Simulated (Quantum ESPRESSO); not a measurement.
# Voltage at the next charge: Zn(0001), 4 layers, one monolayer of F on fcc sites against an electrode

**Set-up.** Quantum ESPRESSO 7.5, PBE, GBRV ultrasoft; ESM with bc3, a metal electrode 6.92 Å above the top atoms; cell area 6.128 Å²; ions fixed. V is the potential energy of an electron at the electrode over the slab's Fermi level, divided by e, so that it equals the work function at zero charge; positive charge removes electrons.

```
charge (e a cell)   V (V)
                0   7.140
           0.0092   8.955
           0.0184  10.771
```

To predict: What is V at a charge of 0.0368 e, and what capacitance do the rows imply?

**Worked estimate.** The last two rows give dV/dq = (10.771 − 8.955)/(0.0184 − 0.0092) = 197.4 V/e, so C = 1602/(6.128 × 197.4) = 1.32 µF/cm², an effective gap of 8.854/1.32 = 6.68 Å. At constant C, V = 10.771 + 197.4 × 0.0184 = 14.40 V.

**The withheld run.** V = 14.411 V; the estimate misses by −0.01 V, 0.2 % of the step. Over the three intervals C goes 1.33, 1.32 and 1.32 µF/cm².

Caveats: Vacuum fills the gap; a dielectric or electrolyte would change C. The slab is thin.

[Logs are printed without paths, hosts, clocks, repeated set-up lines and the standing remarks that a program may print on its own settings, such as how far it seeks lower states.]
